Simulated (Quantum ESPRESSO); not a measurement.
# Fe3Ge: parallel and opposed starts, part 2 of 2

Does Fe3Ge prefer parallel or opposed moments?

Quantum ESPRESSO 7.5; LDA; plane waves with GBRV 1.5 LDA potentials, no spin-orbit coupling.

So far, absolute magnetization (μB): step 2 (run 1 (ferro ++++++)) 13.3.

**3. Start 2: antiferro +++−−−**

Contents of pw.in:

```
&CONTROL
  calculation = 'scf'
  prefix = 'pwscf'
  outdir = './tmp'
  pseudo_dir = './pseudo'
  disk_io = 'nowf'
/
&SYSTEM
  ibrav = 0
  nat = 8
  ntyp = 3
  ecutwfc = 40
  ecutrho = 280
  nbnd = 77
  occupations = 'smearing'
  smearing = 'fd'
  degauss = 0.00734986
  nspin = 2
  starting_magnetization(1) = 0.175
  starting_magnetization(2) = -0.175
  starting_magnetization(3) = 0
/
&ELECTRONS
  conv_thr = 1.6d-08
  electron_maxstep = 150
  mixing_beta = 0.3
/
ATOMIC_SPECIES
Fe1    55.8450 fe_lda_v1.5.uspp.F.UPF
Fe2    55.8450 fe_lda_v1.5.uspp.F.UPF
Ge     72.6300 ge_lda_v1.4.uspp.F.UPF
CELL_PARAMETERS angstrom
   5.1690000000    0.0000000000    0.0000000000
  -2.5845000000    4.4764853122    0.0000000000
   0.0000000000    0.0000000000    4.2220000000
ATOMIC_POSITIONS crystal
Fe1     0.8390000000    0.6780000000    0.2500000000
Fe1     0.1610000000    0.8390000000    0.7500000000
Fe1     0.3220000000    0.1610000000    0.2500000000
Fe2     0.1610000000    0.3220000000    0.7500000000
Fe2     0.8390000000    0.1610000000    0.2500000000
Fe2     0.6780000000    0.8390000000    0.7500000000
Ge      0.3333333333    0.6666666667    0.2500000000
Ge      0.6666666667    0.3333333333    0.7500000000
K_POINTS automatic
6 6 6 0 0 0
```

The run is started by

```console
$ OMP_NUM_THREADS=1 mpirun -n 4 pw.x -nk 4 -in pw.in > pw.out
```

Log:

```text
[banner, memory and clock lines left out]
Program PWSCF v.7.5 starts

     Message from routine setup:
     using ibrav=0 with symmetry is DISCOURAGED, use correct ibrav instead

     bravais-lattice index     =            0
     lattice parameter (alat)  =       9.7680  a.u.
     unit-cell volume          =     659.2627 (a.u.)^3
     number of atoms/cell      =            8
     number of atomic types    =            3
     number of electrons       =       124.00
     number of Kohn-Sham states=           77
     kinetic-energy cutoff     =      40.0000  Ry
     charge density cutoff     =     280.0000  Ry
     scf convergence threshold =      1.6E-08
     mixing beta               =       0.3000
     number of iterations used =            8  plain     mixing
     Exchange-correlation=  SLA  PZ   NOGX NOGC
                           (   1   1   0   0   0   0   0)

     celldm(1)=   9.767994  celldm(2)=   0.000000  celldm(3)=   0.000000
     celldm(4)=   0.000000  celldm(5)=   0.000000  celldm(6)=   0.000000

     crystal axes: (cart. coord. in units of alat)
               a(1) = (   1.000000   0.000000   0.000000 )
               a(2) = (  -0.500000   0.866025   0.000000 )
               a(3) = (   0.000000   0.000000   0.816792 )

     reciprocal axes: (cart. coord. in units 2 pi/alat)
               b(1) = (  1.000000  0.577350 -0.000000 )
               b(2) = (  0.000000  1.154701  0.000000 )
               b(3) = (  0.000000 -0.000000  1.224301 )

     PseudoPot. # 1 for Fe read from file:
     fe_lda_v1.5.uspp.F.UPF
     Pseudo is Ultrasoft + core correction, Zval = 16.0

     PseudoPot. # 2 for Fe read from file:
     fe_lda_v1.5.uspp.F.UPF
     Pseudo is Ultrasoft + core correction, Zval = 16.0

     PseudoPot. # 3 for Ge read from file:
     ge_lda_v1.4.uspp.F.UPF
     Pseudo is Ultrasoft + core correction, Zval = 14.0

     atomic species   valence    mass     pseudopotential
     Fe1              16.00    55.84500     Fe( 1.00)
     Fe2              16.00    55.84500     Fe( 1.00)
     Ge               14.00    72.63000     Ge( 1.00)

     Starting magnetic structure
     atomic species   magnetization
     Fe1             0.175
     Fe2            -0.175
     Ge              0.000

      4 Sym. Ops. (no inversion) found ( 2 have fractional translation)

   Cartesian axes

     site n.     atom                  positions (alat units)
         1        Fe1    tau(   1) = (   0.5000000   0.5871652   0.2041981  )
         2        Fe1    tau(   2) = (  -0.2585000   0.7265953   0.6125943  )
         3        Fe1    tau(   3) = (   0.2415000   0.1394301   0.2041981  )
         4        Fe2    tau(   4) = (   0.0000000   0.2788602   0.6125943  )
         5        Fe2    tau(   5) = (   0.7585000   0.1394301   0.2041981  )
         6        Fe2    tau(   6) = (   0.2585000   0.7265953   0.6125943  )
         7        Ge     tau(   7) = (  -0.0000000   0.5773503   0.2041981  )
         8        Ge     tau(   8) = (   0.5000000   0.2886751   0.6125943  )

     number of k points=    52  Fermi-Dirac smearing, width (Ry)=  0.0073
                       cart. coord. in units 2pi/alat
        k(    1) = (   0.0000000   0.0000000   0.0000000), wk =   0.0046296
        k(    2) = (   0.0000000   0.0000000   0.2040502), wk =   0.0092593
        k(    3) = (   0.0000000   0.0000000   0.4081004), wk =   0.0092593
        k(    4) = (   0.0000000   0.0000000  -0.6121506), wk =   0.0046296
        k(    5) = (   0.0000000   0.1924501   0.0000000), wk =   0.0185185
        [... 47 further k-points ...]

     Dense  grid:    51997 G-vectors     FFT dimensions: (  54,  54,  48)

     Smooth grid:    22545 G-vectors     FFT dimensions: (  40,  40,  36)

     Check: negative core charge=   -0.000049
     Generating pointlists ...
     new r_m :   0.1992 (alat units)  1.9462 (a.u.) for type    1
     new r_m :   0.1992 (alat units)  1.9462 (a.u.) for type    2
     new r_m :   0.2063 (alat units)  2.0150 (a.u.) for type    3

     Initial potential from superposition of free atoms

     starting charge     117.9985, renormalised to     124.0000
     Starting wfcs are   96 randomized atomic wfcs

     Self-consistent Calculation

     iteration #  1     ecut=    40.00 Ry     beta= 0.30
     Davidson diagonalization with overlap
     ethr =  1.00E-02,  avg # of iterations =  2.0

     total energy              =   -1927.16771157 Ry
     estimated scf accuracy    <       7.13367709 Ry

     total magnetization       =     0.00 Bohr mag/cell
     absolute magnetization    =    11.96 Bohr mag/cell

     iteration #  2     ecut=    40.00 Ry     beta= 0.30
     Davidson diagonalization with overlap
     ethr =  5.75E-03,  avg # of iterations =  2.0

     total energy              =   -1927.76172018 Ry
     estimated scf accuracy    <       1.01592482 Ry

     total magnetization       =    -0.00 Bohr mag/cell
     absolute magnetization    =    12.71 Bohr mag/cell

     [... further iterations left out ...]

     iteration # 21     ecut=    40.00 Ry     beta= 0.30
     Davidson diagonalization with overlap
     ethr =  2.16E-10,  avg # of iterations =  1.0

     total energy              =   -1928.01491712 Ry
     estimated scf accuracy    <       0.00000003 Ry

     total magnetization       =    -0.00 Bohr mag/cell
     absolute magnetization    =    11.51 Bohr mag/cell

     iteration # 22     ecut=    40.00 Ry     beta= 0.30
     Davidson diagonalization with overlap
     ethr =  2.27E-11,  avg # of iterations =  1.3

     Magnetic moment per site  (integrated on atomic sphere of radius R)
     atom   1 (R=0.199)  charge= 14.4896  magn=  1.8651
     atom   2 (R=0.199)  charge= 14.5014  magn=  1.7976
     atom   3 (R=0.199)  charge= 14.4896  magn=  1.8651
     atom   4 (R=0.199)  charge= 14.4897  magn= -1.8652
     atom   5 (R=0.199)  charge= 14.5013  magn= -1.7975
     atom   6 (R=0.199)  charge= 14.4897  magn= -1.8652
     atom   7 (R=0.206)  charge= 12.2010  magn= -0.0006
     atom   8 (R=0.206)  charge= 12.2010  magn=  0.0006

     End of self-consistent calculation

     Number of k-points >= 100: set verbosity='high' to print the bands.

     the Fermi energy is    17.0062 ev

!    total energy              =   -1928.01491712 Ry
     estimated scf accuracy    <          3.4E-09 Ry
     smearing contrib. (-TS)   =      -0.02610127 Ry
     internal energy E=F+TS    =   -1927.98881585 Ry

     The total energy is F=E-TS. E is the sum of the following terms:
     one-electron contribution =    -906.13300853 Ry
     hartree contribution      =     540.50731116 Ry
     xc contribution           =    -287.63520935 Ry
     ewald contribution        =   -1274.72790912 Ry

     total magnetization       =    -0.00 Bohr mag/cell
     absolute magnetization    =    11.51 Bohr mag/cell

     convergence has been achieved in  22 iterations
```

Elapsed: 3.6 min, on 4 MPI ranks of Arm Neoverse V2, shared host; peak memory 0.85 GiB; 15 min of CPU time.

Spin moment in the atom's sphere by atom:

```csv
atom,spin moment in the atom's sphere (μB)
Fe1,1.87
Fe2,1.80
Fe3,1.87
Fe4,-1.87
Fe5,-1.80
Fe6,-1.87
Ge7,0.00
Ge8,0.00
```

This step gave:

- smearing term TS: 0.3551 eV
- magnetization: 0 μB
- absolute magnetization: 11.51 μB
- final state: antiferromagnetic

Spin density in the ab plane at fractional z = 0.250, with atoms of Fe and Ge within 0.2 Å of it.

Ten even steps from '_' (-3.1 e/Å³) to '@' (3.6 e/Å³), each cell a mean:
```
============================
============================
========================++++
====================++##%%**
====================**@@%%++
====================++**++==
============================
============================
============================
========++++============----
======++####++========--..::
======**@@%%++======--____--
======**%%++========::..--==
======++++==========--======
```
Columns run along a (5.2 Å), rows up along b (5.2 Å). Atoms in or near the plane, at fractional coordinates: Fe at (0.84, 0.68), Fe at (0.32, 0.16), Fe at (0.84, 0.16), Ge at (0.33, 0.67).

Valence density in the ab plane at fractional z = 0.250, with atoms of Fe and Ge within 0.2 Å of it. It is the smooth field of the valence electrons, not physical close to the nuclei.

Ten steps, logarithmic in the rise over the least value, from '_' (0 e/Å³) to '@' (36 e/Å³), each cell a mean:
```
____....____________..______
..________....__________....
::______::----..____..--++++
::____::##%%++..____==##%%##
..__..**@@@@++..__::**%%%%++
____::**%%**::____::**##**::
____..----..______..----..__
______..____________________
__________....____________..
..____..--==--..______::====
::____==##%%**..____--##%%**
..__::##%%%%++..__..**%%%%**
____--##%%**::____::**%%##::
____::====..______::====::__
```
Columns run along a (5.2 Å), rows up along b (5.2 Å). Atoms in or near the plane, at fractional coordinates: Fe at (0.84, 0.68), Fe at (0.32, 0.16), Fe at (0.84, 0.16), Ge at (0.33, 0.67).

**4. Run 3 (antiferro +−+−+−)**

pw.in: that of step 3 with these lines changed.

```diff
@@ -37,6 +37,6 @@
 Fe1     0.8390000000    0.6780000000    0.2500000000
-Fe1     0.1610000000    0.8390000000    0.7500000000
+Fe2     0.1610000000    0.8390000000    0.7500000000
 Fe1     0.3220000000    0.1610000000    0.2500000000
 Fe2     0.1610000000    0.3220000000    0.7500000000
-Fe2     0.8390000000    0.1610000000    0.2500000000
+Fe1     0.8390000000    0.1610000000    0.2500000000
 Fe2     0.6780000000    0.8390000000    0.7500000000
```

Log:

```text
     [... lines left out ...]
Program PWSCF v.7.5 starts
     [... lines left out ...]
     number of atoms/cell      =            8
     [... lines left out ...]
     number of electrons       =       124.00
     number of Kohn-Sham states=           77
     kinetic-energy cutoff     =      40.0000  Ry
     charge density cutoff     =     280.0000  Ry
     scf convergence threshold =      1.6E-08
     [... lines left out ...]
     12 Sym. Ops. (no inversion) found ( 6 have fractional translation)
     [... lines left out ...]
     number of k points=    28  Fermi-Dirac smearing, width (Ry)=  0.0073
     [... lines left out ...]
     iteration # 15     ecut=    40.00 Ry     beta= 0.30
     [... lines left out ...]
     Magnetic moment per site  (integrated on atomic sphere of radius R)
     atom   1 (R=0.199)  charge= 14.4933  magn=  1.8594
     atom   2 (R=0.199)  charge= 14.4934  magn= -1.8595
     atom   3 (R=0.199)  charge= 14.4933  magn=  1.8594
     atom   4 (R=0.199)  charge= 14.4934  magn= -1.8595
     atom   5 (R=0.199)  charge= 14.4933  magn=  1.8594
     atom   6 (R=0.199)  charge= 14.4934  magn= -1.8595
     atom   7 (R=0.206)  charge= 12.2020  magn= -0.0075
     atom   8 (R=0.206)  charge= 12.2020  magn=  0.0075
     [... lines left out ...]
     the Fermi energy is    17.1040 ev
!    total energy              =   -1928.01739934 Ry
     estimated scf accuracy    <          5.2E-09 Ry
     smearing contrib. (-TS)   =      -0.02581447 Ry
     [... lines left out ...]
     total magnetization       =    -0.00 Bohr mag/cell
     absolute magnetization    =    11.63 Bohr mag/cell
     convergence has been achieved in  15 iterations
```

Wall time 92 s (4 MPI ranks); peak memory 0.74 GiB; 6.1 min of CPU time.

Spin moment in the atom's sphere by atom:

| atom | spin moment in the atom's sphere (μB) |
| --- | --- |
| Fe1 | 1.86 |
| Fe2 | -1.86 |
| Fe3 | 1.86 |
| Fe4 | -1.86 |
| Fe5 | 1.86 |
| Fe6 | -1.86 |
| Ge7 | -0.01 |
| Ge8 | 0.01 |

Read from the output:

```
smearing term TS       : 0.3512 eV
magnetization          : 0 μB
absolute magnetization : 11.63 μB
final state            : antiferromagnetic
```

**5. The states side by side**

An order is kept where moments of 0.15 μB or more survive with the typed signs; meshes match where a doubled cell samples the same k points as the first cell.

Orders:

```csv
start,final state,typed order kept,energy over the lowest (meV a seeded atom),largest site moment (μB),net moment (μB a cell of the first run),mesh matched,CPU time (s)
ferro ++++++,ferromagnetic,yes,0,2.13,12.61,yes,343.6
antiferro +++---,antiferromagnetic,yes,123.1,1.865,0,yes,871.9
antiferro +-+-+-,antiferromagnetic,yes,117.5,1.859,0,yes,368.5
```

**6. Energy mapping**

E = −Σ J e·e over ordered pairs of unit vectors, so each pair counts twice. As many shells are taken as there are differences of energy, so the couplings are solved for and no residual tests the model; further shells are folded in, and shells whose pairs keep their relative signs in all orders cancel and are not probed. Couplings from the energies:

```
 pair  distance (Å)  neighbours an atom  J (meV)
Fe-Fe         2.497                   2    31.47
Fe-Fe         2.556                   4    14.68
```

**7. What came out**

| Quantity | Value |
| --- | --- |
| lowest state found | ferromagnetic (from ferro ++++++) |
| largest site moment | 2.13 μB |
| next state with moments | antiferromagnetic, 117 meV a seeded atom higher |
| J of the weightiest shell (Fe-Fe, 2.50 Å; E = −Σ J e·e, ordered pairs) | 31.5 meV |

In words: The largest moment changes by 13 % between the kept orders, so a model of rigid spins is rough here. This is the lowest of 3 collinear or spinless starts, no proof of the ground state. Energies are free energies at an electronic temperature of 1160 K, which lowers moments and differences where the moments are itinerant.

[Logs and program files are shortened in this print: banners, set-up blocks, solver, clock and traceback lines can be left out without a mark of their own.]

[Logs are printed without paths, hosts, clocks, repeated set-up lines and the standing remarks that a program may print on its own settings, such as how far it seeks lower states.]

[Hosts, paths, dates, database ids (printed as entryN), source tags and the programs' standing remarks are cut or masked in the printed files.]

[Where a cell is said to come from a database of computed structures, the database is the Materials Project.]
